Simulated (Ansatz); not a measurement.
# Relaxing twisted 2H-MoTe2/1T-TiSe2 bilayer, 87.80° (78 atoms)

How does twisted 2H-MoTe2/1T-TiSe2 bilayer, 87.80° (78 atoms) relax, and what do bonds, charges and levels look like afterwards?

Program: Ansatz 0.2.0. Level of theory: Kohn-Sham DFT, PBE+D3(BJ), PAW (set soft_2, large core), plane waves. Results are calculated unless marked as measured.

## (1) The starting structure

The cell holds 78 atoms: 13 Mo, 26 Te, 13 Ti and 26 Se. Its edges and angles: a = 12.728 Å, b = 12.728 Å, c = 26.040 Å, α = 90.0°, β = 90.0°, γ = 120.0°. It derives from Te2Mo and TiSe2. 2H-MoTe2 (a = 3.52 Å) under 1T-TiSe2 (a = 3.54 Å), bilayer, commensurate cell of 13 unit cells a layer, twist 87.80 deg, both strained to the mean lattice constant; facing planes 3.34 Å apart; 16 Å of vacuum; layers as built, displaced by a Gaussian of 0.01 Å. Regions: layer 1, 39 atoms (13 Mo and 26 Te); layer 2, 39 atoms (13 Ti and 26 Se). Vacuum lies along c.

Limits known from the start: The main run has no spin polarisation, so moments on Ti can't form in it, and no Hubbard term. The Brillouin zone is sampled at Γ only, in a cell whose shortest periodic width is 11 Å. No spin–orbit coupling is included, so levels derived from the heavy atoms are approximate.

## (2) Relaxation

With the cell held, the atoms are moved downhill towards a nearby minimum.

input.yaml

```yaml
crystal:
  lattice:
    - [12.7276, 0.0, 0.0]
    - [-6.3638, 11.02242, 0.0]
    - [0.0, 0.0, 26.04]
  atoms:
    - { symbol: Mo, position: [0.12921, 0.17983, 0.37627] }
    - { symbol: Te, position: [0.18077, 0.05185, 0.44597] }
    - { symbol: Te, position: [0.18048, 0.05166, 0.30784] }
    - { symbol: Mo, position: [0.20475, 0.48731, 0.37609] }
    - { symbol: Te, position: [0.25612, 0.35863, 0.44586] }
    - { symbol: Te, position: [0.25591, 0.35924, 0.30719] }
    - { symbol: Mo, position: [0.28278, 0.7967, 0.37611] }
    - { symbol: Te, position: [0.33445, 0.66909, 0.44535] }
    - { symbol: Te, position: [0.33302, 0.66829, 0.30718] }
    - { symbol: Mo, position: [0.35909, 0.10214, 0.37661] }
    - { symbol: Te, position: [0.41, 0.97516, 0.44538] }
    - { symbol: Te, position: [0.40971, 0.97513, 0.30699] }
    - { symbol: Mo, position: [0.43591, 0.40972, 0.37569] }
    - { symbol: Te, position: [0.4862, 0.28168, 0.44594] }
    - { symbol: Te, position: [0.48603, 0.28202, 0.30667] }
    - { symbol: Mo, position: [0.51256, 0.71676, 0.37596] }
    - { symbol: Te, position: [0.56417, 0.5884, 0.4455] }
    - { symbol: Te, position: [0.56441, 0.59017, 0.30716] }
    - { symbol: Mo, position: [0.58934, 0.02501, 0.37672] }
    - { symbol: Te, position: [0.64131, 0.89762, 0.4453] }
    - { symbol: Te, position: [0.6394, 0.8962, 0.30662] }
    - { symbol: Mo, position: [0.66491, 0.33212, 0.37645] }
    - { symbol: Te, position: [0.71836, 0.20577, 0.44555] }
    - { symbol: Te, position: [0.71695, 0.20407, 0.3075] }
    - { symbol: Mo, position: [0.74323, 0.64077, 0.37643] }
    - { symbol: Te, position: [0.7944, 0.51324, 0.44526] }
    - { symbol: Te, position: [0.79483, 0.51322, 0.30719] }
    - { symbol: Mo, position: [0.82171, 0.94833, 0.37608] }
    - { symbol: Te, position: [0.87143, 0.81898, 0.44503] }
    - { symbol: Te, position: [0.87358, 0.82229, 0.3072] }
    - { symbol: Mo, position: [0.89571, 0.25617, 0.37656] }
    - { symbol: Te, position: [0.95027, 0.12954, 0.44545] }
    - { symbol: Te, position: [0.94861, 0.12741, 0.30702] }
    - { symbol: Mo, position: [0.97424, 0.56364, 0.37554] }
    - { symbol: Te, position: [0.02531, 0.43542, 0.44545] }
    - { symbol: Te, position: [0.02611, 0.43608, 0.30703] }
    - { symbol: Mo, position: [0.05204, 0.87072, 0.37617] }
    - { symbol: Te, position: [0.10234, 0.74235, 0.44561] }
    - { symbol: Te, position: [0.10179, 0.74348, 0.30758] }
    - { symbol: Ti, position: [0.07794, 0.77141, 0.63371] }
    - { symbol: Se, position: [0.25618, 0.89613, 0.6927] }
    - { symbol: Se, position: [0.20514, 0.71949, 0.57409] }
    - { symbol: Ti, position: [0.15444, 0.54004, 0.63261] }
    - { symbol: Se, position: [0.33358, 0.66765, 0.69192] }
    - { symbol: Se, position: [0.2817, 0.48706, 0.57293] }
    - { symbol: Ti, position: [0.38489, 0.8443, 0.63341] }
    - { symbol: Se, position: [0.56241, 0.97337, 0.69292] }
    - { symbol: Se, position: [0.51144, 0.79436, 0.57346] }
    - { symbol: Ti, position: [0.99977, 0.00029, 0.63355] }
    - { symbol: Se, position: [0.18092, 0.12953, 0.69247] }
    - { symbol: Se, position: [0.12809, 0.94911, 0.57415] }
    - { symbol: Ti, position: [0.23237, 0.30744, 0.63315] }
    - { symbol: Se, position: [0.40827, 0.435, 0.69301] }
    - { symbol: Se, position: [0.35986, 0.25511, 0.57386] }
    - { symbol: Ti, position: [0.45989, 0.61375, 0.63329] }
    - { symbol: Se, position: [0.64117, 0.7444, 0.69245] }
    - { symbol: Se, position: [0.5876, 0.56345, 0.57394] }
    - { symbol: Ti, position: [0.69236, 0.92185, 0.63366] }
    - { symbol: Se, position: [0.87104, 0.05157, 0.69293] }
    - { symbol: Se, position: [0.81935, 0.87221, 0.57359] }
    - { symbol: Ti, position: [0.30662, 0.07726, 0.63351] }
    - { symbol: Se, position: [0.48634, 0.20402, 0.69257] }
    - { symbol: Se, position: [0.4358, 0.02457, 0.57377] }
    - { symbol: Ti, position: [0.53844, 0.38429, 0.63349] }
    - { symbol: Se, position: [0.71713, 0.51275, 0.69355] }
    - { symbol: Se, position: [0.6645, 0.33205, 0.57439] }
    - { symbol: Ti, position: [0.76899, 0.69171, 0.63414] }
    - { symbol: Se, position: [0.94722, 0.82088, 0.69258] }
    - { symbol: Se, position: [0.89634, 0.64044, 0.57315] }
    - { symbol: Ti, position: [0.61633, 0.1548, 0.63315] }
    - { symbol: Se, position: [0.79621, 0.28219, 0.69254] }
    - { symbol: Se, position: [0.74224, 0.101, 0.57417] }
    - { symbol: Ti, position: [0.84688, 0.46194, 0.63331] }
    - { symbol: Se, position: [0.02552, 0.59003, 0.69217] }
    - { symbol: Se, position: [0.97327, 0.40899, 0.57365] }
    - { symbol: Ti, position: [0.92231, 0.23079, 0.63346] }
    - { symbol: Se, position: [0.10348, 0.35831, 0.69297] }
    - { symbol: Se, position: [0.05139, 0.18015, 0.57384] }
kpoints:
  mp_grid: { grid: [1, 1, 1] }
hamiltonian:
  xc: pbe
  dispersion: d3bj
  pseudopotentials: { kind: paw, core: large }
scf:
  occupations: { method: fermi_dirac, width: 0.025 }
output:
  forces: true
relax:
  f_tol: 0.05
  max_steps: 48
```

Launch:

```
$ ansatz run input.yaml --threads 4 --pin off --max-ram 8192MiB --backend cpu --events-out ev --progress --plain --runs-dir out
```

Numbers of over 12 decimals in the logs are rounded to 6 here.

Output:

```text
Engine: ansatz 0.2.0, aarch64-unknown-linux-gnu
Pseudopotentials: kind: paw
Pseudopotential: Mo, paw, valence charge 14, recommended cutoff 420 eV (normal), Mo.paw.azcp
Pseudopotential: Te, paw, valence charge 6, recommended cutoff 420 eV (normal), Te.paw.azcp#standard-large-core
Pseudopotential: Ti, paw, valence charge 12, recommended cutoff 420 eV (normal), Ti.paw.azcp
Pseudopotential: Se, paw, valence charge 6, recommended cutoff 420 eV (normal), Se.paw.azcp#standard-large-core
Functional definition: PBE
  parameter kappa = 0.804
  parameter beta = 0.066725
  exchange = pbe_x(kappa = kappa, mu = beta*pi^2/3)
  correlation = pbe_c(beta = beta)
Crystal: 78 atoms, lattice volume = 3653.124 Å³
Basis set: ecut = 420 eV, 71403 PW (Γ), exchange–correlation on 180×180×360 points (8 copies of the dense FFT grid, shifted against one another)
Bands: 403, of which v1, the nominal top of the filled ones, is band 325 counted from 1 (324 counted from 0)
Symmetry: 1 space group operations
Space group: P1 (ITA 1), of the structure as read, at distance tolerance 1.5e-4 Å
k-points: 1
Non-local potential: Mo, projectors of the file, l = 0: 3, l = 1: 2, l = 2: 2, l = 3: 1
Non-local potential: Te, projectors of the file, l = 0: 2, l = 1: 2, l = 2: 2, l = 3: 1
Non-local potential: Ti, projectors of the file, l = 0: 3, l = 1: 2, l = 2: 3, l = 3: 1
Non-local potential: Se, projectors of the file, l = 0: 2, l = 1: 2, l = 2: 2
PAW form: soft (Blöchl's): semilocal exchange-correlation on the pseudo side does not see the compensation charge
PAW one-centre angular grid: Mo, 590 points (default); XC on 64 Gauss nodes
PAW one-centre angular grid: Te, 194 points (default); XC on 64 Gauss nodes
PAW one-centre angular grid: Ti, 590 points (default); XC on 64 Gauss nodes
PAW one-centre angular grid: Se, 110 points (default); XC on 64 Gauss nodes
Initial density: superposition of atomic densities (neutral atoms: chi_scale 0, normalization atom)
Initial wavefunctions: pseudopotential atomic-orbital guess
Functional: x = pbe(κ = 0.804, μ = 0.219515), c = pbe(β = 0.066725)
SCF iter   1: F=—  HF=-292628.593882 eV  |F-HF|=—  |Δ(HF+E_count)|=         —  Δρ=3.49e-2  dr2=1.16e2  ethr=3.10e-3  ⟨swp⟩=7.0  Hψ=1882  notcnv=0  defer=27
preconditioner: auto → LDOS  [metal: Δε(μ)=0.015 eV  Ē_g=6.633 eV  σ=0.025 eV  W_gap=0.15  n_scr=514 (ndim 8)  ℏωp=12.9 eV  f_vac=0.464  D(μ)=185.95/eV (n_scr^D=1728)  β→1.0]
SCF iter   2: F=—  HF=-292614.758313 eV  |F-HF|=—  |Δ(HF+E_count)|=    1.38e1  Δρ=1.69e-2  dr2=1.22e1  ethr=3.10e-3  ⟨swp⟩=3.0  Hψ=863  notcnv=0  defer=45
SCF iter   3: F=—  HF=-292614.355054 eV  |F-HF|=—  |Δ(HF+E_count)|=   4.03e-1  Δρ=1.17e-2  dr2=1.08e1  ethr=1.87e-3  ⟨swp⟩=5.0  Hψ=1272  notcnv=0  defer=39
SCF iter   4: F=—  HF=-292615.053245 eV  |F-HF|=—  |Δ(HF+E_count)|=   6.98e-1  Δρ=1.38e-2  dr2=2.29e1  ethr=1.66e-3  ⟨swp⟩=5.0  Hψ=1219  notcnv=0  defer=42
SCF iter   5: F=—  HF=-292613.142045 eV  |F-HF|=—  |Δ(HF+E_count)|=    1.91e0  Δρ=3.92e-3  dr2=1.74e0  ethr=1.66e-3  ⟨swp⟩=5.0  Hψ=1058  notcnv=0  defer=39
SCF iter   6: F=—  HF=-292612.985096 eV  |F-HF|=—  |Δ(HF+E_count)|=   1.57e-1  Δρ=2.02e-3  dr2=4.26e-1  ethr=2.67e-4  ⟨swp⟩=5.0  Hψ=1181  notcnv=0  defer=39
SCF iter   7: F=—  HF=-292612.997508 eV  |F-HF|=—  |Δ(HF+E_count)|=   1.24e-2  Δρ=1.74e-3  dr2=4.34e-1  ethr=6.56e-5  ⟨swp⟩=6.0  Hψ=615  notcnv=0  defer=39
SCF iter   8: F=—  HF=-292612.970354 eV  |F-HF|=—  |Δ(HF+E_count)|=   2.72e-2  Δρ=5.93e-4  dr2=2.98e-2  ethr=6.56e-5  ⟨swp⟩=5.0  Hψ=596  notcnv=0  defer=39
SCF iter   9: F=—  HF=-292612.970679 eV  |F-HF|=—  |Δ(HF+E_count)|=   3.25e-4  Δρ=5.36e-4  dr2=3.86e-2  ethr=4.58e-6  ⟨swp⟩=3.0  Hψ=677  notcnv=0  defer=39
SCF iter  10: F=—  HF=-292612.969777 eV  |F-HF|=—  |Δ(HF+E_count)|=   9.02e-4  Δρ=2.78e-4  dr2=8.64e-3  ethr=4.58e-6  ⟨swp⟩=2.0  Hψ=478  notcnv=0  defer=39
SCF iter  11: F=—  HF=-292612.970219 eV  |F-HF|=—  |Δ(HF+E_count)|=   4.42e-4  Δρ=2.01e-4  dr2=5.75e-3  ethr=1.33e-6  ⟨swp⟩=2.0  Hψ=518  notcnv=0  defer=39
SCF iter  12: F=—  HF=-292612.969962 eV  |F-HF|=—  |Δ(HF+E_count)|=   2.56e-4  Δρ=1.23e-4  dr2=2.20e-3  ethr=8.84e-7  ⟨swp⟩=2.0  Hψ=476  notcnv=0  defer=39
SCF iter  13: F=—  HF=-292612.970007 eV  |F-HF|=—  |Δ(HF+E_count)|=   4.45e-5  Δρ=1.10e-4  dr2=1.81e-3  ethr=3.38e-7  ⟨swp⟩=2.0  Hψ=412  notcnv=0  defer=39
SCF iter  14: F=—  HF=-292612.970011 eV  |F-HF|=—  |Δ(HF+E_count)|=   4.01e-6  Δρ=9.11e-5  dr2=1.25e-3  ethr=2.79e-7  ⟨swp⟩=2.0  Hψ=465  notcnv=0  defer=39
SCF iter  15: F=—  HF=-292612.970001 eV  |F-HF|=—  |Δ(HF+E_count)|=   9.74e-6  Δρ=7.36e-5  dr2=7.34e-4  ethr=1.93e-7  ⟨swp⟩=2.0  Hψ=426  notcnv=0  defer=39
SCF iter  16: F=—  HF=-292612.969960 eV  |F-HF|=—  |Δ(HF+E_count)|=   4.11e-5  Δρ=5.06e-5  dr2=3.22e-4  ethr=1.13e-7  ⟨swp⟩=2.0  Hψ=426  notcnv=0  defer=39
SCF iter  17: F=—  HF=-292612.969949 eV  |F-HF|=—  |Δ(HF+E_count)|=   1.08e-5  Δρ=4.18e-5  dr2=1.76e-4  ethr=4.96e-8  ⟨swp⟩=2.0  Hψ=433  notcnv=0  defer=39
SCF iter  18: F=—  HF=-292612.969962 eV  |F-HF|=—  |Δ(HF+E_count)|=   1.34e-5  Δρ=3.23e-5  dr2=1.10e-4  ethr=2.71e-8  ⟨swp⟩=2.0  Hψ=463  notcnv=0  defer=39
SCF iter  19: F=—  HF=-292612.969970 eV  |F-HF|=—  |Δ(HF+E_count)|=   7.44e-6  Δρ=2.83e-5  dr2=7.27e-5  ethr=1.69e-8  ⟨swp⟩=2.0  Hψ=460  notcnv=0  defer=39
SCF iter  20: F=-292612.969962 eV  HF=-292612.969974 eV  |F-HF|=1.14e-5  |Δ(HF+E_count)|=   3.65e-6  Δρ=1.67e-5  dr2=2.40e-5  ethr=9.62e-9  ⟨swp⟩=4.0  Hψ=1087  notcnv=0
SCF 1 converged in 20 iterations: F = -292612.969962 eV  dr2 = 2.40e-5
  greatest PAW one-centre occupation: 0.999 electrons in one spin orbital (limit 2), on the Ti atom at site 45 (counted from 0), in its partial waves of l = 0
relax step   1: F+E_penalty+E_count = -292612.96996209 eV  Δ(F+E_penalty+E_count) = +0.000e0 eV  max|allowed force component| = 4.708e-1 eV/Å  Δτ_max = 0.0000 Å  (20 SCF iters, dr2 threshold 6.25e-5 eV, accepted)
[...]
relax step   2: F+E_penalty+E_count = -292612.70867931 eV  Δ(F+E_penalty+E_count) = +2.613e-1 eV  max|allowed force component| = 7.857e-1 eV/Å  Δτ_max = 0.1662 Å  (15 SCF iters, dr2 threshold 1.39e-5 eV, rejected (line search))
[...]
relax step   3: F+E_penalty+E_count = -292613.44874081 eV  Δ(F+E_penalty+E_count) = -4.788e-1 eV  max|allowed force component| = 4.446e-1 eV/Å  Δτ_max = 0.0831 Å  (15 SCF iters, accepted)
relax step   4: F+E_penalty+E_count = -292613.52419257 eV  Δ(F+E_penalty+E_count) = -7.545e-2 eV  max|allowed force component| = 4.257e-1 eV/Å  Δτ_max = 0.0966 Å  (10 SCF iters, dr2 threshold 1.24e-5 eV, accepted)
relax step   5: F+E_penalty+E_count = -292613.68686020 eV  Δ(F+E_penalty+E_count) = -1.627e-1 eV  max|allowed force component| = 2.657e-1 eV/Å  Δτ_max = 0.0498 Å  (8 SCF iters, dr2 threshold 1.00e-4 eV, accepted)
relax step   6: F+E_penalty+E_count = -292613.64536469 eV  Δ(F+E_penalty+E_count) = +4.150e-2 eV  max|allowed force component| = 4.326e-1 eV/Å  Δτ_max = 0.1698 Å  (9 SCF iters, dr2 threshold 2.75e-5 eV, rejected (line search))
relax step   7: F+E_penalty+E_count = -292613.82236043 eV  Δ(F+E_penalty+E_count) = -1.355e-1 eV  max|allowed force component| = 1.425e-1 eV/Å  Δτ_max = 0.0849 Å  (14 SCF iters, accepted)
relax step   8: F+E_penalty+E_count = -292613.80329746 eV  Δ(F+E_penalty+E_count) = +1.906e-2 eV  max|allowed force component| = 3.797e-1 eV/Å  Δτ_max = 0.0957 Å  (9 SCF iters, dr2 threshold 5.84e-6 eV, rejected (line search))
relax step   9: F+E_penalty+E_count = -292613.84709412 eV  Δ(F+E_penalty+E_count) = -2.473e-2 eV  max|allowed force component| = 5.212e-2 eV/Å  Δτ_max = 0.0479 Å  (12 SCF iters, accepted)
[...]
relax step  10: F+E_penalty+E_count = -292613.85404735 eV  Δ(F+E_penalty+E_count) = -6.953e-3 eV  max|allowed force component| = 2.667e-2 eV/Å  Δτ_max = 0.0310 Å  (12 SCF iters, accepted)
SCF converged after 12 iterations
Free energy (F): -292613.854047 eV
Harris-Foulkes:  -292613.854047 eV  (|F-HF|=4.66e-10)
Internal energy: -292613.853837 eV  (E = F + TS)
E sigma→0 (E₀):  -292613.853942 eV
Entropy (-TS):   -0.000210 eV (-0.003 meV/atom)
Fermi energy:    2.088281 eV
--- Per-component energies (eV) ---
  E_band       = -9269.206254
  E_kinetic    = 13641.332792
  E_local      = -373368.747645  (includes V_loc(G=0)·N_el)
  E_nonlocal   = 4367.235650
  E_hartree    = 179634.159607
  E_xc         = -17800.072900
  E_vxc        = -8827.465941  (∫ρ·V_xc dr)
  E_paw        = -227938.925989  (= ΣΔE_a)
  E_vpaw       = -4349.885742  (= ΣTr[D̂ρ^β])
  E_aug_tail   = 0.002137  (compensation charges beyond the density's cutoff)
  E_ewald      = 128882.806207
  E_disp       = -31.643696  (pairwise vdW)
  E_smearing   = -0.000210  (= −TS)
  E_closure    = -0.000000  (closes the sum)
  Σ components = -292613.854047   (vs F -292613.854047, Δ=0.00e0)
--- Forces (eV/Å), atoms counted from 1 ---
  atom   1  Mo    -0.00016250     0.00045698     0.00187459
  atom   2  Te    -0.00245356    -0.00012505     0.00664589
  atom   3  Te     0.00060942    -0.00080271    -0.00027078
  atom   4  Mo    -0.00071411    -0.00025739     0.00066448
  atom   5  Te    -0.00193087    -0.00121876     0.00080881
  atom   6  Te     0.00042176    -0.00010274    -0.00019446
  atom   7  Mo     0.00237886     0.00058568     0.00040853
  atom   8  Te    -0.00088979    -0.00081615     0.00135209
  atom   9  Te     0.00006634    -0.00001775     0.00094150
  atom  10  Mo     0.00001111     0.00021249     0.00139889
  atom  11  Te     0.00008245     0.00198681    -0.00363003
  atom  12  Te     0.00022153    -0.00034930     0.00121814
  atom  13  Mo     0.00030162     0.00221832    -0.00143271
  atom  14  Te    -0.00083460    -0.00028715    -0.00157372
[...]
atom  77  Se     0.00405587    -0.00583486     0.00036447
  atom  78  Se    -0.00781038    -0.00940686    -0.01609186
  max |Σ_I F_I| component: 5.23e-5 eV/Å
--- Relaxed structure (10 steps of the walk, 7 accepted, 0 SCFs on fresh bases) ---
  F+E_penalty+E_count = -292613.85404735 eV   max|allowed force component| = 2.667e-2 eV/Å
  atoms:
    - { symbol: Mo, position: [0.127088, 0.179434, 0.376713] }
    - { symbol: Te, position: [0.179566, 0.052667, 0.446058] }
    - { symbol: Te, position: [0.179466, 0.051802, 0.307309] }
    - { symbol: Mo, position: [0.207244, 0.487651, 0.376708] }
[...]
- { symbol: Se, position: [0.047875, 0.176826, 0.573492] }
```

The job ended after 7 min (4 threads of Arm Neoverse V2, shared host; peak memory 4.5 GiB; 27 min of CPU time).

The program notes that potentials were chosen by core size.

Relaxation path:

```
step  energy less that of the first step (eV)  largest force component (eV/Å)
   1                                   0.0000                          0.4708
   2                                   0.2613                          0.7857
   3                                  -0.4788                          0.4446
   4                                  -0.5542                          0.4257
   5                                  -0.7169                          0.2657
   6                                  -0.6754                          0.4325
   7                                  -0.8524                          0.1425
   8                                  -0.8333                          0.3797
   9                                  -0.8771                          0.0521
  10                                  -0.8841                          0.0267
```

Relaxation steps 2, 6, 8 were tried and not accepted.

The atoms that moved most (Å):

```
atom     dx     dy      dz  length
Ti55  0.096  0.083  -0.015   0.128
Ti67  0.082  0.070  -0.052   0.119
Ti76  0.096  0.056  -0.029   0.115
Ti61  0.087  0.067  -0.030   0.114
Ti46  0.071  0.084  -0.028   0.114
Ti49  0.089  0.055  -0.027   0.108
Ti64  0.088  0.054  -0.023   0.106
Ti58  0.067  0.080  -0.013   0.106
```

The relaxation changed the energy by -11.3 meV/atom, and atoms moved by 0.058 Å r.m.s., 0.13 Å at most.

## (3) Structure statistics after relaxation

Normalised to the volume that the atoms fill. g(r), total and by pair (bins of 0.2 Å):

```
r (Å)  total  Se-Se  Se-Te  Se-Mo  Se-Ti  Te-Te  Te-Mo
 2.40   1.05   0.00   0.00   0.00   9.45   0.00   0.00
 2.60   1.49   0.00   0.00   0.00  13.37   0.00   0.00
 2.80   2.41   0.00   0.00   0.00   0.81   0.00  20.90
 3.00   0.00   0.00   0.00   0.00   0.00   0.00   0.00
 3.20   0.00   0.00   0.00   0.00   0.00   0.00   0.00
 3.40   0.11   0.33   0.25   0.00   0.00   0.17   0.00
 3.60   4.59  13.18   0.69   0.00   0.00  14.32   0.00
 3.80   0.60   4.59   0.40   0.00   0.00   0.00   0.00
 4.00   0.08   0.00   0.37   0.00   0.00   0.00   0.00
 4.20   0.36   0.00   0.18   0.00   2.88   0.00   0.00
 4.40   1.45   0.00   0.41   0.00   4.41   0.00   7.80
 4.60   0.17   0.00   0.33   0.00   0.88   0.00   0.00
 4.80   0.08   0.00   0.26   0.00   0.00   0.00   0.00
 5.00   0.84   0.31   0.24   0.08   0.00   6.10   0.00
 5.20   0.51   2.65   0.48   0.44   0.00   0.00   0.00
 5.40   0.48   0.00   0.10   0.68   2.92   0.00   0.00
 5.60   1.44   0.00   0.35   0.13   3.92   0.00   7.85
 5.80   0.78   0.00   0.32   0.90   3.02   0.00   1.76
 6.00   0.27   0.43   0.28   0.17   0.00   0.32   0.00
 6.20   1.88   7.72   0.13   0.94   0.00   3.82   0.00
 6.40   0.18   0.00   0.44   0.29   0.00   0.00   0.00
 6.60   0.21   0.00   0.43   0.50   0.00   0.00   0.00
 6.80   0.23   0.00   0.37   0.56   0.00   0.00   0.00
 7.00   1.45   3.10   0.69   0.16   0.00   4.34   0.00
 7.20   0.48   0.00   0.59   0.57   0.00   1.84   0.00
 7.40   0.59   0.00   0.62   0.44   2.68   0.00   0.00
 7.60   1.14   0.00   0.55   0.18   2.82   0.00   5.40
 7.80   0.28   0.00   0.64   0.52   0.00   0.00   0.00
```

Bonds by pair of elements; cutoffs follow the first minimum of g(r), held within bounds set by covalent radii, and pairs that aren't listed don't count as bonded:

```
pair A-B  cutoff (Å)  bonds  mean length (Å)  spread (Å)  shortest (Å)  B about A  A about B
   Se-Ti        3.28     78             2.56       0.088          2.44          3          6
   Te-Mo        3.42     78             2.72       0.004          2.71          3          6
```

How many atoms have how many bonded neighbours:

```
element  mean   3   6
     Mo     6   0  13
     Se     3  26   0
     Te     3  26   0
     Ti     6   0  13
```

Bond angles (no mean is given where the spread exceeds 20°):

```
   angle  count  mean (°)  spread (°)
Te-Mo-Te    195         -           -
Se-Ti-Se    195         -           -
Mo-Te-Mo     78      80.8         0.6
Ti-Se-Ti     78        87         1.9
```

First main peaks of g(r), for some of the pairs, lie near 3.54 Å (Se-Se), 2.53 Å (Se-Ti), 3.54 Å (Te-Te) and 2.73 Å (Te-Mo). With the cutoffs above, all Mo atoms have 6, all Se atoms have 3, all Te atoms have 3 and all Ti atoms have 6 bonded neighbours.

[end of part 1 of 2]

[Logs are printed without paths, hosts, clocks, repeated set-up lines and the standing remarks that a program may print on its own settings, such as how far it seeks lower states.]

[Hosts, paths, dates, database ids (printed as entryN), source tags and the programs' standing remarks are cut or masked in the printed files.]
